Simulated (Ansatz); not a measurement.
# TiTe2 monolayer (2H): modes against uniaxial strain along the armchair direction, normal to a, with the width clamped, part 2 of 2

Aim: how do the optical modes of TiTe2 monolayer (2H) shift and split under this strain?

Ansatz 0.2.0; DFT PBE, scalar-relativistic, plane waves, PAW; PAW set soft_1.

So far, highest optical mode at the zone centre (no LO-TO term) (cm⁻¹): step 4 (zone-centre response at rest) 256; step 6 (strain -1 %) 259.

## 8. Zone-centre modes of the member: uniaxial strain of +5 % along the armchair direction, normal to a, with the width clamped

The zone-centre modes follow for uniaxial strain of +5 % along the armchair direction, normal to a, with the width clamped.

File input.yaml:

```yaml
crystal:
  lattice:
    - [3.7478685862, 0.0, 0.0]
    - [-1.8739342931, 3.4080368761, 0.0]
    - [0.0, 0.0, 31.0]
  atoms:
    - { symbol: Ti, position: [0.3359056123, 0.6718112245, 0.3225806452] }
    - { symbol: Te, position: [0.6653805272, 0.3307610543, 0.3793758064] }
    - { symbol: Te, position: [0.6653805272, 0.3307610543, 0.265785484] }
  periodic: [true, true, false]
kpoints:
  mp_grid: { grid: [12, 12, 1] }
hamiltonian:
  xc: pbe
  pseudopotentials: { kind: paw, azcp: { folder: soft_1 } }
scf:
  occupations: { method: gaussian, width: 0.01 }
output:
  eigenvalues: true
phonons:
  method: dfpt
```

Launch:

```sh
ansatz run input.yaml --threads 4 --pin off --max-ram 16384MiB --backend cpu --events-out ev --progress --plain --runs-dir out
```

The job ended after 2.4 min (4 threads of Arm Neoverse V1, shared host; peak memory 1.8 GiB).

This step gave:

```
sum-rule residual before enforcement                    : 6.50e-5 eV/Å²
highest optical mode at the zone centre (no LO-TO term) : 237.9 cm⁻¹
lowest optical zone-centre mode                         : 45.81 cm⁻¹
```

Without the LO-TO term. Patterns of degenerate modes are one choice out of their space. Modes at Γ, with each element's share of the kinetic energy:

```csv
mode,frequency (cm⁻¹),symmetry,Ti %,Te %
1,0.0,acoustic,16,84
2,0.0,acoustic,16,84
3,0.0,acoustic,16,84
4,45.8,A2,0,100
5,52.9,B1,0,100
6,145.2,A1,1,99
7,183.2,B2,84,16
8,198.1,A1,84,16
9,237.9,B1,84,16
```

The lowest optical mode is real, 45.8 cm⁻¹, and the highest lies at 237.9 cm⁻¹.

For the highest optical mode at the zone centre (no LO-TO term), step 4 gave 256 cm⁻¹; this run, with strain 5 %, gives 238 cm⁻¹ (-7 %).

## 9. The series together

The members are set side by side, also those not shown above.

Energies are extrapolated to zero smearing, and E0 is that at rest; members with a gap under 0.05 eV are left out; the cell is clamped and the atoms are relaxed; all runs use 12×12×1 k points and Gaussian smearing of 0.01 eV. State of the crystal along the series:

| strain (%) | E - E0 (meV/atom) | gap on mesh (eV) |
| --- | --- | --- |
| -1 | 0.7129 | 0.105 |
| 0 | 0 | 0.1818 |
| 1 | 0.6976 | 0.1829 |
| 2 | 2.763 | 0.1853 |
| 3 | 6.145 | 0.1876 |
| 4 | 10.79 | 0.1914 |
| 5 | 16.64 | 0.1948 |

Optical modes are counted from below at rest and tracked from member to member by their patterns, and modes that stay within 0.3 cm⁻¹ of each other stand once; labels, where given, are those at rest, then, where named, those of the strained cell; members with a gap under 0.05 eV are left out; the cell is clamped and the atoms are relaxed; all runs use 12×12×1 k points and Gaussian smearing of 0.01 eV. Optical modes along the series:

```
strain (%)  optical mode 1 E'' to A2 single part (cm⁻¹)  optical mode 2 E'' single part (cm⁻¹)  optical mode 3 A1' to A1 (cm⁻¹)  optical mode 4 E' single part (cm⁻¹)  optical mode 5 E' to A1 single part (cm⁻¹)  optical mode 6 A2'' (cm⁻¹)
        -1                                        58.93                                  56.98                            147.5                                 187.4                                       179.5                       258.9
         0                                        57.06                                  57.06                            147.2                                 187.1                                       187.1                       255.8
         1                                        55.09                                  56.79                            146.9                                 186.6                                       191.9                       252.4
         2                                        53.02                                  56.21                            146.5                                 185.9                                       194.9                       248.9
         3                                        50.78                                  55.38                            146.1                                   185                                       196.8                       245.3
         4                                        48.41                                  54.25                            145.7                                 184.2                                       197.8                       241.7
         5                                        45.81                                  52.88                            145.2                                 183.2                                       198.1                       237.9
```

Value and slope at zero strain of a cubic (a lower polynomial where under five rows exist) through the rows within 2 % of rest. Slopes at rest:

| mode | frequency (cm⁻¹) | shift per percent of strain (cm⁻¹) |
| --- | --- | --- |
| optical mode 1 E'' to A2 single part | 57.1 | -1.92 |
| optical mode 2 E'' single part | 57.1 | -0.09 |
| optical mode 3 A1' to A1 | 147.2 | -0.28 |
| optical mode 4 E' single part | 187.1 | -0.43 |
| optical mode 5 E' to A1 single part | 187 | 6.24 |
| optical mode 6 A2'' | 255.8 | -3.25 |

## 10. What came out

| Item | Value |
| --- | --- |
| members | 7 |
| highest optical mode at the zone centre (no LO-TO term), at rest | 255.8 cm⁻¹ |
| optical mode 3 A1' to A1, shift per percent | -0.28 cm⁻¹ |
| optical mode 4 E' single part, shift per percent | -0.43 cm⁻¹ |
| optical mode 5 E' to A1 single part, shift per percent | 6.24 cm⁻¹ |
| optical mode 6 A2'', shift per percent | -3.25 cm⁻¹ |

In words: The strain lowers the symmetry: the level at 187.1 cm⁻¹ splits, into 183.2 and 198.1 cm⁻¹ at +5 %. Within 2 % of rest optical mode 2 E'' single part, optical mode 4 E' single part and optical mode 5 E' to A1 single part bend away from a straight line, so a single slope holds only near rest. The width is clamped, so the contraction across the strain that a free sheet shows is left out. At strain (%) -3 and -2 the gap on the mesh is under 0.05 eV, where mesh and smearing no longer suit, so these members are left out. These are harmonic frequencies at zero temperature: anharmonic shifts, linewidths and thermal expansion are left out. Spin-orbit coupling is left out, which can matter for the heavy elements here. The starting cell was built on a prototype and not taken from a measurement. Only the zone centre was solved, so an instability at another wavevector cannot show here. In a sheet the LO-TO splitting vanishes at the zone centre, so no such term is missing here.

[Logs are printed without paths, hosts, clocks, repeated set-up lines and the standing remarks that a program may print on its own settings, such as how far it seeks lower states.]

[Hosts, paths, dates, database ids (printed as entryN), source tags and the programs' standing remarks are cut or masked in the printed files.]
